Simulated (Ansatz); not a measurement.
# NaI (Fm-3m): thermal expansion from first principles, part 2 of 5

Wanted: α(T), C_P(T) and B(T) of NaI in the quasi-harmonic approximation.

Measurements to reproduce:
- volume expansion coefficient 135 1e-6/K near room temperature (given in “Descriptors for thermal expansion in solids”, 2017, arXiv:1701.03966)

Ansatz 0.2.0; DFT LDA, scalar-relativistic, plane waves, PAW (the session's first sound run).

So far. Step 2 (Probe on a coarse mesh): The start is under -1.6 GPa at this level and looks like an insulator or semiconductor on this mesh.

**5. Tight relaxation**

The relaxation is repeated with tighter thresholds on force and stress, since phonons are sensitive to what is left; a change of mesh or smearing in the input moves the cell too.

File input.yaml:

```yaml
crystal:
  lattice:
    - [0.0, 3.1312689551, 3.1312689551]
    - [3.1312689551, 0.0, 3.1312689551]
    - [3.1312689551, 3.1312689551, 0.0]
  atoms:
    - { symbol: Na, position: [0.0, 0.0, 0.0] }
    - { symbol: I, position: [0.5, 0.5, 0.5] }
kpoints:
  mp_grid: { grid: [8, 8, 8] }
hamiltonian:
  xc: lda
scf:
  occupations: { method: fixed }
  lower_state_search: "off"
output:
  forces: true
  stress: true
  eigenvalues: true
  write_density: true
  write_potential: true
  elf: true
  volumetric_format: npy
relax:
  adjacent_minimum: "off"
  f_tol: 0.001
  max_steps: 60
  cell: { stress_tol: 0.01 }
```

Command:

```bash
> ansatz run input.yaml --threads 8 --pin off --max-ram 16384MiB --backend cpu --events-out ev --progress --plain --runs-dir out
```

Numbers of over 12 decimals in the logs are rounded to 6 here.

What it wrote:

```text
[...]
Crystal: 2 atoms, lattice volume = 61.403 Å³
Basis set: ecut = 420 eV, 1243 PW (Γ)
Bands: 17, of which v1, the nominal top of the filled ones, is band 13 counted from 1 (12 counted from 0)
Symmetry: 48 space group operations
[...]
k-points: 29 of 512
[...]
SCF iter   1: F=—  HF=-8825.016510 eV  |F-HF|=—  |Δ(HF+E_count)|=         —  Δρ=5.68e-3  dr2=7.79e-3  ethr=1.77e-3  ⟨swp⟩=5.1  Hψ=2267  notcnv=0  defer=53
[...]
SCF iter   6: F=-8825.011070 eV  HF=-8825.011070 eV  |F-HF|=2.16e-10  |Δ(HF+E_count)|=   2.34e-8  Δρ=1.41e-6  dr2=5.16e-10  ethr=3.25e-10  ⟨swp⟩=9.5  Hψ=3827  notcnv=0
SCF 1 converged in 6 iterations: F = -8825.011070 eV  dr2 = 5.16e-10
[...]
relax step   1: F+E_penalty+E_count = -8825.01106969 eV  Δ(F+E_penalty+E_count) = +0.000e0 eV  max|allowed force component| = 3.948e-29 eV/Å  Δτ_max = 0.0000 Å  P = -0.028 GPa  Ω = 61.403 Å³  (6 SCF iters, dr2 threshold 1.00e-7 eV, accepted)
Crystal: 2 atoms, lattice volume = 61.354 Å³
[...]
SCF iter   4: F=-8825.011082 eV  HF=-8825.011082 eV  |F-HF|=1.02e-10  |Δ(HF+E_count)|=   3.15e-9  Δρ=4.21e-7  dr2=1.67e-10  ethr=7.34e-12  ⟨swp⟩=9.2  Hψ=3360  notcnv=0
SCF 2 converged in 4 iterations: F = -8825.011082 eV  dr2 = 1.67e-10
relax step   2: F+E_penalty+E_count = -8825.01108182 eV  Δ(F+E_penalty+E_count) = -1.213e-5 eV  max|allowed force component| = 1.188e-29 eV/Å  Δτ_max = 0.0000 Å  P = -0.011 GPa  Ω = 61.354 Å³  energy of the carried Pulay correction = +6.189e-6 eV  (4 SCF iters, dr2 threshold 1.91e-9 eV, accepted)
Crystal: 2 atoms, lattice volume = 61.321 Å³
[...]
SCF iter   4: F=-8825.011087 eV  HF=-8825.011087 eV  |F-HF|=4.73e-11  |Δ(HF+E_count)|=   1.55e-9  Δρ=2.80e-7  dr2=7.56e-11  ethr=1.19e-12  ⟨swp⟩=7.8  Hψ=3345  notcnv=0
SCF 3 converged in 4 iterations: F = -8825.011087 eV  dr2 = 7.56e-11
relax step   3: F+E_penalty+E_count = -8825.01108712 eV  Δ(F+E_penalty+E_count) = -5.305e-6 eV  max|allowed force component| = 1.374e-29 eV/Å  Δτ_max = 0.0000 Å  P = +0.000 GPa  Ω = 61.321 Å³  energy of the carried Pulay correction = +1.035e-5 eV  (4 SCF iters, dr2 threshold 3.09e-10 eV, accepted)
[...]
SCF iter   8: F=-8825.011081 eV  HF=-8825.011081 eV  |F-HF|=1.82e-12  |Δ(HF+E_count)|=  5.46e-12  Δρ=9.59e-9  dr2=9.88e-14  ethr=1.00e-12  ⟨swp⟩=9.1  Hψ=2426  notcnv=0
SCF 4 converged in 8 iterations: F = -8825.011081 eV  dr2 = 9.88e-14
relax step   4: F+E_penalty+E_count = -8825.01108080 eV  Δ(F+E_penalty+E_count) = +6.324e-6 eV  max|allowed force component| = 1.374e-29 eV/Å  Δτ_max = 0.0000 Å  P = +0.000 GPa  Ω = 61.321 Å³  stress off target by 2.83e-5 GPa  SCF on the basis re-selected at this cell (its energy is not comparable with the rows above)  (8 SCF iters)
[...]
SCF converged after 8 iterations
Free energy (F): -8825.011081 eV
[...]
Internal energy: -8825.011081 eV  (E = F + TS)
E sigma→0 (E₀):  -8825.011081 eV
Fermi energy:    3.750936 eV
[...]
--- Stress (GPa, compression-positive) ---
        0.000028      -0.000000      -0.000000
       -0.000000       0.000028      -0.000000
       -0.000000      -0.000000       0.000028
  P = ⅓ Tr σ = 0.0000 GPa (0.000 kbar)
--- Band table (eV; the first three rows and the last of 29) ---
  k-point 0: bands = [... 9 lower, -7.6562, 3.7509, 3.7509, 3.7509, 7.3711, 11.5877, 11.5877, 11.5877]
  k-point 1: bands = [... 9 lower, -7.5996, 3.1816, 3.6942, 3.6942, 7.9596, 11.1998, 11.7640, 11.7640]
  k-point 2: bands = [... 9 lower, -7.4564, 2.1863, 3.5646, 3.5646, 8.6693, 11.3276, 11.6890, 11.6890]
  k-point 28: bands = [... 9 lower, -7.1234, 2.0315, 2.0315, 2.5994, 9.6250, 11.2154, 11.2154, 11.7118]
--- Relaxed structure (3 steps of the walk, 3 accepted, 1 SCFs on fresh bases) ---
[...]
cell:  # Å, volume = 61.3210 Å³
    - [0, 3.129871, 3.129871]
    - [3.129871, 0, 3.129871]
    - [3.129871, 3.129871, 0]
  atoms:
    - { symbol: Na, position: [0, 0, 0] }
    - { symbol: I, position: [0.5, 0.5, 0.5] }
```

Run time: 1.6 s. Hardware: 8 threads of Arm Neoverse V2, shared host; peak memory 0.36 GiB.

Little changed from the start: no atom moved by 0.005 Å and no cell edge by 0.1 %.

Numbers from this step:

```yaml
pressure: 2.83e-5 GPa
gap_on_the_k_mesh: 3.620 eV
volume_per_atom: 30.66 Å³/atom
```

Electrostatic potential energy in the ac plane of the conventional cell at fractional y = 0.000, with atoms of Na and I within 0.2 Å of it. With pseudopotentials it is smooth inside the atoms' cores, unlike the true potential.

Ten even steps from '0' (-40 eV) to '9' (9 eV), each cell a mean:
```
02899857995699850
47899965655899985
89999987668999998
99999999999999999
99999999999999999
67899999889999986
65799987568999855
97589972006899659
98589971005899669
86689984127999757
56899998778999865
88999999999999998
99999999999999999
99999998889999999
78999986557899988
15899866875799972
01799858996699840
```
Columns run along a (6.3 Å; values clipped at the 3rd and 97th percentile), rows up along c (6.3 Å), edges of the conventional cell, whose origin can differ from the input's. Atoms in or near the plane, at fractional coordinates: Na at (0.00, 0.00), Na at (0.50, 0.50), I at (0.50, 0.00), I at (0.00, 0.50).

Valence density in the ac plane of the conventional cell at fractional y = 0.000, with atoms of Na and I within 0.2 Å of it. It is the smooth field of the valence electrons, not physical close to the nuclei.

Ten steps, logarithmic in the rise over the least value, from '0' (0 e/Å³) to '9' (17 e/Å³), each cell a mean:
```
96201247985310048
53000135653210014
00000122332100000
00000001111000000
11000000000000011
32100000000000123
64310003541001235
97420026984001358
98421027995001369
86320015763001257
43210001220000234
22100000000000112
10000000100000001
00000012221000000
21000123443100002
75100236874210036
97201248996310059
```
Columns run along a (6.3 Å), rows up along c (6.3 Å), edges of the conventional cell, whose origin can differ from the input's. Atoms in or near the plane, at fractional coordinates: Na at (0.00, 0.00), Na at (0.50, 0.50), I at (0.50, 0.00), I at (0.00, 0.50).

ELF in the ac plane of the conventional cell at fractional y = 0.000, with atoms of Na and I within 0.2 Å of it. It is the smooth field of the valence electrons, not physical close to the nuclei.

Values, 9 rows by 16 columns, each cell a mean:
```
0.49 0.45 0.10 0.18 0.65 0.72 0.59 0.40 0.37 0.51 0.68 0.74 0.39 0.05 0.32 0.50
0.16 0.12 0.08 0.09 0.31 0.60 0.71 0.72 0.71 0.72 0.68 0.45 0.15 0.06 0.10 0.15
0.70 0.69 0.58 0.31 0.11 0.13 0.22 0.26 0.27 0.24 0.16 0.08 0.20 0.48 0.66 0.70
0.46 0.58 0.70 0.70 0.35 0.04 0.20 0.42 0.44 0.33 0.07 0.16 0.61 0.74 0.64 0.51
0.29 0.40 0.65 0.75 0.42 0.07 0.45 0.48 0.39 0.55 0.18 0.19 0.69 0.71 0.53 0.28
0.57 0.65 0.72 0.66 0.29 0.04 0.12 0.29 0.33 0.20 0.04 0.14 0.53 0.72 0.68 0.60
0.61 0.58 0.45 0.20 0.09 0.21 0.37 0.43 0.43 0.41 0.29 0.13 0.14 0.35 0.54 0.60
0.20 0.12 0.04 0.11 0.42 0.69 0.72 0.68 0.67 0.70 0.71 0.56 0.23 0.04 0.07 0.17
0.44 0.52 0.15 0.18 0.68 0.72 0.56 0.33 0.33 0.44 0.66 0.75 0.41 0.06 0.40 0.51
```
Columns run along a (6.3 Å), rows up along c (6.3 Å), edges of the conventional cell, whose origin can differ from the input's. Atoms in or near the plane, at fractional coordinates: Na at (0.00, 0.00), Na at (0.50, 0.50), I at (0.50, 0.00), I at (0.00, 0.50).

The residual pressure is 2.8e-5 GPa, small enough for phonons.

(Part 2 of 5 ends here.)

[Logs are printed without paths, hosts, clocks, repeated set-up lines and the standing remarks that a program may print on its own settings, such as how far it seeks lower states.]

[Hosts, paths, dates, database ids (printed as entryN), source tags and the programs' standing remarks are cut or masked in the printed files.]

[A step with changed settings may run another functional than the one named; its input shows which.]
